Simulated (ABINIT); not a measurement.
# Quasiparticle gap of SrTiO3 (Tausonite) in ABINIT

How does a plane-wave GW calculation on SrTiO3 (Tausonite) run from the first input to the gap?

Calculated with ABINIT 10.8.3; PBEsol and many-body steps on it, plane waves.

**The experiments to reproduce.**

- Gap 3.77 eV: direct gap (M0 critical point); spectroscopic ellipsometry, second-derivative fit; 300 K; bulk crystal (commercial single crystal) (“Optical probe of ferroelectric order in bulk and thin film perovskite titanates”, 2013, arxiv:1309.1245).

This is a report of a sequence of runs, with most program output left out.

## Step 1: The structure

Symmetry: Pm-3m, No. 221, cubic system. Conventional cell: a = 3.905 Å, b = 3.905 Å, c = 3.905 Å, α = 90.00°, β = 90.00°, γ = 90.00°. Nearest to Sr lie 12 O at 2.76 Å. Ti has 6 O at 1.95 Å nearest. O has 2 Ti at 1.95 Å and 4 Sr at 2.76 Å nearest. Farther neighbours and most contacts between anions are not listed.

Coordinates:

```cif
data_structure
_symmetry_space_group_name_H-M 'Pm-3m'
_symmetry_Int_Tables_number 221
_cell_length_a 3.9053
_cell_length_b 3.9053
_cell_length_c 3.9053
_cell_angle_alpha 90.000
_cell_angle_beta 90.000
_cell_angle_gamma 90.000
_cell_volume 59.56
loop_
_atom_site_label
_atom_site_type_symbol
_atom_site_symmetry_multiplicity
_atom_site_Wyckoff_symbol
_atom_site_fract_x
_atom_site_fract_y
_atom_site_fract_z
_atom_site_occupancy
Sr1 Sr 1 b 0.50000 0.50000 0.50000 1
Ti1 Ti 1 a 0.00000 0.00000 0.00000 1
O1 O 3 d 0.50000 0.00000 0.00000 1
```

The cell and positions come from the Crystallography Open Database and are kept as given unless a step says otherwise.

## Step 2: Ground state

This step: ABINIT 10.8.3; DFT, PBEsol, plane waves, norm-conserving pseudopotentials.

The ground-state density comes first.

File run.abi:

```
acell 3*1.0 Angstrom
rprim 
  3.905280000000 0.000000000000 0.000000000000
  0.000000000000 3.905280000000 0.000000000000
  0.000000000000 0.000000000000 3.905280000000
ntypat 3
znucl 38 22 8
natom 5
typat 1 2 3 3 3
xred 
  0.500000000000 0.500000000000 0.500000000000
  0.000000000000 0.000000000000 0.000000000000
  0.500000000000 0.000000000000 0.000000000000
  0.000000000000 0.500000000000 0.000000000000
  0.000000000000 0.000000000000 0.500000000000
pp_dirpath "pseudos"
pseudos "Sr.upf, Ti.upf, O.upf"
ecut 38
ngkpt 6 6 6
nshiftk 1
shiftk 0 0 0
kptopt 1
chksymbreak 0
nband 26
occopt 1
tolvrs 1e-10
nstep 60
prtwf 0
optforces 0
optstress 0
indata_prefix "in"
outdata_prefix "out"
tmpdata_prefix "tmp"
```

Started as:

```bash
OMP_NUM_THREADS=1 mpirun -n 4 abinit run.abi > log
```

Run time: 38 s. Hardware: 4 MPI ranks of Arm Neoverse V1, shared host; peak memory 0.34 GiB; 2.6 min of CPU time.

Numbers from this step:

* total energy: -3899.6754 eV
* gap: 1.854 eV
* k of the valence top: 0.5, 0.5, 0.5
* k of the conduction bottom: 0, 0, 0
* least direct gap: 2.212 eV

The gap is indirect, with the least direct gap 0.36 eV higher.

## Step 3: Bands along the symmetry lines

Levels along a band path, at the cheap level, show where the edges lie and whether the meshes to come will hold them.

File run.abi:

```
acell 3*1.0 Angstrom
rprim 
  3.905280000000 0.000000000000 0.000000000000
  0.000000000000 3.905280000000 0.000000000000
  0.000000000000 0.000000000000 3.905280000000
ntypat 3
znucl 38 22 8
natom 5
typat 1 2 3 3 3
xred 
  0.500000000000 0.500000000000 0.500000000000
  0.000000000000 0.000000000000 0.000000000000
  0.500000000000 0.000000000000 0.000000000000
  0.000000000000 0.500000000000 0.000000000000
  0.000000000000 0.000000000000 0.500000000000
pp_dirpath "pseudos"
pseudos "Sr.upf, Ti.upf, O.upf"
ecut 38
iscf -2
irdden 1
kptopt 0
nkpt 50
kpt 
  0.00000000 0.00000000 0.00000000
  0.00000000 0.06250000 0.00000000
  0.00000000 0.12500000 0.00000000
  0.00000000 0.18750000 0.00000000
  0.00000000 0.25000000 0.00000000
  0.00000000 0.31250000 0.00000000
  0.00000000 0.37500000 0.00000000
  0.00000000 0.43750000 0.00000000
  0.00000000 0.50000000 0.00000000
  0.06250000 0.50000000 0.00000000
  0.12500000 0.50000000 0.00000000
  0.18750000 0.50000000 0.00000000
  0.25000000 0.50000000 0.00000000
  0.31250000 0.50000000 0.00000000
  0.37500000 0.50000000 0.00000000
  0.43750000 0.50000000 0.00000000
  0.50000000 0.50000000 0.00000000
  0.43750000 0.43750000 0.00000000
  0.37500000 0.37500000 0.00000000
  0.31250000 0.31250000 0.00000000
  0.25000000 0.25000000 0.00000000
  0.18750000 0.18750000 0.00000000
  0.12500000 0.12500000 0.00000000
  0.06250000 0.06250000 0.00000000
  0.00000000 0.00000000 0.00000000
  0.06250000 0.06250000 0.06250000
  0.12500000 0.12500000 0.12500000
  0.18750000 0.18750000 0.18750000
  0.25000000 0.25000000 0.25000000
  0.31250000 0.31250000 0.31250000
  0.37500000 0.37500000 0.37500000
  0.43750000 0.43750000 0.43750000
  0.50000000 0.50000000 0.50000000
  0.43750000 0.50000000 0.43750000
  0.37500000 0.50000000 0.37500000
  0.31250000 0.50000000 0.31250000
  0.25000000 0.50000000 0.25000000
  0.18750000 0.50000000 0.18750000
  0.12500000 0.50000000 0.12500000
  0.06250000 0.50000000 0.06250000
  0.00000000 0.50000000 0.00000000
  0.50000000 0.50000000 0.50000000
  0.50000000 0.50000000 0.43750000
  0.50000000 0.50000000 0.37500000
  0.50000000 0.50000000 0.31250000
  0.50000000 0.50000000 0.25000000
  0.50000000 0.50000000 0.18750000
  0.50000000 0.50000000 0.12500000
  0.50000000 0.50000000 0.06250000
  0.50000000 0.50000000 0.00000000
istwfk *1
nband 31
nbdbuf 6
tolwfr 1e-07
nstep 50
prtwf 0
prtvol 0
indata_prefix "in"
outdata_prefix "out"
tmpdata_prefix "tmp"
```

Elapsed: 41 s, on 4 MPI ranks; peak memory 0.37 GiB.

This step gave:

```yaml
gap: 1.854 eV
k_of_the_valence_top: 0.5, 0.5, 0.5
k_of_the_conduction_bottom: 0, 0, 0
least_direct_gap: 2.212 eV
```

The gap is 1.854 eV, as in the run before at this level.

Electronic bands along the path, in eV, zero at the top of the highest filled band:

| point | band 17 | band 18 | band 19 | band 20 | band 21 | band 22 | band 23 | band 24 |
| --- | --- | --- | --- | --- | --- | --- | --- | --- |
| Γ | -1.18 | -0.36 | -0.36 | -0.36 | 1.85 | 1.85 | 1.85 | 4.42 |
| halfway | -1.69 | -1.63 | -0.60 | -0.60 | 1.94 | 2.94 | 2.94 | 4.43 |
| X | -2.38 | -2.01 | -0.74 | -0.74 | 2.03 | 3.83 | 3.83 | 4.44 |
| halfway | -1.90 | -1.47 | -1.34 | -0.65 | 3.01 | 3.83 | 3.95 | 5.17 |
| M | -1.75 | -1.58 | -1.58 | -0.09 | 3.84 | 3.84 | 4.30 | 5.39 |
| halfway | -1.72 | -1.37 | -1.08 | -0.74 | 2.90 | 3.04 | 3.31 | 5.05 |
| Γ | -1.18 | -0.36 | -0.36 | -0.36 | 1.85 | 1.85 | 1.85 | 4.42 |
| halfway | -2.82 | -0.93 | -0.93 | -0.63 | 3.38 | 3.43 | 3.43 | 6.58 |
| R | -3.76 | 0.00 | 0.00 | 0.00 | 4.53 | 4.53 | 4.53 | 6.91 |
| halfway | -2.75 | -0.96 | -0.81 | -0.53 | 3.51 | 4.02 | 4.05 | 6.53 |
| X | -2.38 | -2.01 | -0.74 | -0.74 | 2.03 | 3.83 | 3.83 | 4.44 |
| jump to R | -3.76 | 0.00 | 0.00 | 0.00 | 4.53 | 4.53 | 4.53 | 6.91 |
| halfway | -3.18 | -0.68 | -0.68 | -0.04 | 4.12 | 4.12 | 4.41 | 6.82 |
| M | -1.75 | -1.58 | -1.58 | -0.09 | 3.84 | 3.84 | 4.30 | 5.39 |

## Step 4: Empty states on the mesh, 4×4×4 mesh, 155 bands

The sums over transitions need many empty states on a uniform mesh; this step solves for them.

File run.abi:

```
acell 3*1.0 Angstrom
rprim 
  3.905280000000 0.000000000000 0.000000000000
  0.000000000000 3.905280000000 0.000000000000
  0.000000000000 0.000000000000 3.905280000000
ntypat 3
znucl 38 22 8
natom 5
typat 1 2 3 3 3
xred 
  0.500000000000 0.500000000000 0.500000000000
  0.000000000000 0.000000000000 0.000000000000
  0.500000000000 0.000000000000 0.000000000000
  0.000000000000 0.500000000000 0.000000000000
  0.000000000000 0.000000000000 0.500000000000
pp_dirpath "pseudos"
pseudos "Sr.upf, Ti.upf, O.upf"
ecut 38
ngkpt 4 4 4
nshiftk 1
shiftk 0 0 0
kptopt 1
chksymbreak 0
irdden 1
istwfk *1
nband 155
prtvol 0
optdriver 6
gwr_task "HDIAGO"
paral_kgb 0
occopt 1
indata_prefix "in"
outdata_prefix "out"
tmpdata_prefix "tmp"
```

It took 3.3 min on 4 MPI ranks; peak memory 4.6 GiB.

This step gave:

| Item | Value |
| --- | --- |
| gap | 1.854 eV |
| k of the valence top | 0.5, 0.5, 0.5 |
| k of the conduction bottom | 0, 0, 0 |
| least direct gap | 2.212 eV |
| k points computed | 10 |
| lowest point of the top converged band, above the valence top | 83.5049 eV |

On this mesh the gap is 1.854 eV.

## Step 5: Screening, 4×4×4 mesh, 147 bands, screening to 130.6 eV

The RPA dielectric matrix is built and inverted for each q.

This step: RPA screening on PBEsol, plane waves, norm-conserving pseudopotentials.

run.abi: that of step 4 with these lines changed.

```diff
@@ -23,10 +23,11 @@
 chksymbreak 0
-irdden 1
 istwfk *1
-nband 155
-prtvol 0
-optdriver 6
-gwr_task "HDIAGO"
-paral_kgb 0
 occopt 1
+irdwfk 1
+optdriver 3
+nband 147
+ecuteps 4.8
+inclvkb 2
+awtr 1
+symchi 1
 indata_prefix "in"
```

Wall time 90 s (4 MPI ranks); peak memory 1.2 GiB; 6 min of CPU time.

Numbers from this step:

```
ε∞ with local fields, on this mesh, along the program's q direction : 6.569
the same without local fields                                       : 6.936
plasma frequency                                                    : 30.43 eV
plane waves in the screening matrix                                 : 203
```

Local fields lower ε∞ by 5 %. On a Γ-centred mesh this coarse the value itself is usually too large, while a short band sum pulls it down.

## Step 6: Self-energy, 4×4×4 mesh, 147 bands, screening to 130.6 eV

The self-energy is evaluated for the states that the input lists, and the levels follow from it, in one-shot runs by the linearised quasiparticle equation.

This step: G0W0 on PBEsol, plane waves, norm-conserving pseudopotentials.

run.abi: that of step 5 with these lines changed.

```diff
@@ -26,8 +26,33 @@
 irdwfk 1
-optdriver 3
+optdriver 4
 nband 147
+gwcalctyp 0
+ecutsigx 38
+symsigma 1
+nkptgw 10
+kptgw 
+  0.0000000000 0.0000000000 0.0000000000
+  0.2500000000 0.0000000000 0.0000000000
+  0.5000000000 0.0000000000 0.0000000000
+  0.2500000000 0.2500000000 0.0000000000
+  0.5000000000 0.2500000000 0.0000000000
+  0.5000000000 0.5000000000 0.0000000000
+  0.2500000000 0.2500000000 0.2500000000
+  0.5000000000 0.2500000000 0.2500000000
+  0.5000000000 0.5000000000 0.2500000000
+  0.5000000000 0.5000000000 0.5000000000
+bdgw 
+  12 31
+  12 31
+  12 31
+  12 31
+  12 31
+  12 31
+  12 31
+  12 31
+  12 31
+  12 31
 ecuteps 4.8
-inclvkb 2
-awtr 1
-symchi 1
+irdscr 1
+ppmodel 1
 indata_prefix "in"
```

Elapsed: 6.3 min, on 4 MPI ranks; peak memory 2.1 GiB; 25 min of CPU time.

This step gave:

```yaml
g0w0_gap_on_the_mesh: 3.535 eV
starting_gap_on_the_mesh: 1.854 eV
k_of_the_valence_top: 0.5, 0.5, 0.5
k_of_the_conduction_bottom: 0, 0, 0
z_at_the_valence_top: 0.769
z_at_the_conduction_bottom: 0.785
least_direct_g0w0_gap_on_the_computed_points: 3.902 eV
```

The gap on the mesh goes from 1.85 eV to 3.54 eV, a correction of +1.68 eV.

Limits: finite bands, cutoff and mesh; no spin-orbit coupling; coarse k mesh. v1 is the top filled band, c1 the lowest empty one. The levels before and after the correction (eV, zero at the valence-band top of each column):

```
           conduction bottom  valence top
Kohn-Sham               1.85         0.00
     G0W0               3.54         0.00
```

```
                         level  energy (eV)
Kohn-Sham              Γ v3-v1       -0.358
Kohn-Sham              Γ c1-c3        1.854
Kohn-Sham  (0.5 0.5 0.5) v3-v1        0.000
Kohn-Sham  (0.5 0.5 0.5) c1-c3        4.525
     G0W0              Γ v3-v1       -0.367
     G0W0              Γ c1-c3        3.535
     G0W0  (0.5 0.5 0.5) v3-v1        0.000
     G0W0  (0.5 0.5 0.5) c1-c3        6.432
```

## Step 7: Where the time went

Times are wall times on 4 MPI ranks of Arm Neoverse V1, shared host, good to a factor of about two.

| step | time | share | memory (GiB) |
| --- | --- | --- | --- |
| ground state | 38 s | 5 % | 0.34 |
| bands along the symmetry lines | 41 s | 6 % | 0.37 |
| empty states on the mesh | 3.3 min | 27 % | 4.6 |
| screening | 90 s | 12 % | 1.2 |
| self-energy | 6.3 min | 51 % | 2.1 |

## Step 8: Results

```json
{"PBEsol gap": "1.85 eV, indirect", "G0W0 gap on the mesh": "3.54 eV", "GW settings": "4×4×4 mesh, 147 bands, screening to 130.6 eV, Godby-Needs plasmon pole", "known limits": "not at the basis limit; no spin-orbit coupling; coarse k mesh"}
```

In words: G0W0 moves the gap on the mesh from 1.85 eV to 3.54 eV (+1.68 eV), with Z of 0.77 and 0.79 at the edges. Local fields lower the RPA ε∞ on this mesh from 6.94 to 6.57; a Γ-centred mesh this coarse tends to raise both, most where the direct gap is narrow, while a short band sum lowers them. The dearest step here is «self-energy». Against experiment, by G0W0@PBEsol: the direct gap of 3.90 eV lies +0.13 eV from the measured 3.77 eV (direct, 300 K, 2013). An exciton line or allowed optical edge lies below the quasiparticle gap by the binding energy; a forbidden edge can push the onset above it. The calculation has static nuclei and no excitons; a measured gap holds zero-point and thermal motion, which mostly lowers it. Bands and cutoff are finite, so the gap is not at the basis limit. The miss can reach some tenths of an eV and take either sign; the mesh is an error of its own. The 4×4×4 mesh is coarse for this cell, which bears on the long-range parts of exchange and screening. This is the ideal cubic cell; many perovskites, halides above all, are cubic only on average, and local tilts or off-centring can widen the gap. The many-body steps are scalar-relativistic: spin-orbit coupling is not in them.

[Paths, hosts, dates, memory and timing lines, banners, echoed tables and standing remarks are left out of the program output.]

[Logs are printed without paths, hosts, clocks, repeated set-up lines and the standing remarks that a program may print on its own settings, such as how far it seeks lower states.]

[Runs of the session that timed out or met a known fault of the program may be left out.]

[Hosts, paths, dates, database ids (printed as entryN), source tags and the programs' standing remarks are cut or masked in the printed files.]

[G0W0 gaps are taken among the corrected bands and points alone; a level outside them can change the order at an edge.]

[Where Ansatz stands beside ABINIT at settings called matched, ABINIT's density can come from a denser mesh and the files from another edition; pairs whose starting gaps differed by over 0.03 eV were left out, so agreement reads better than it is.]
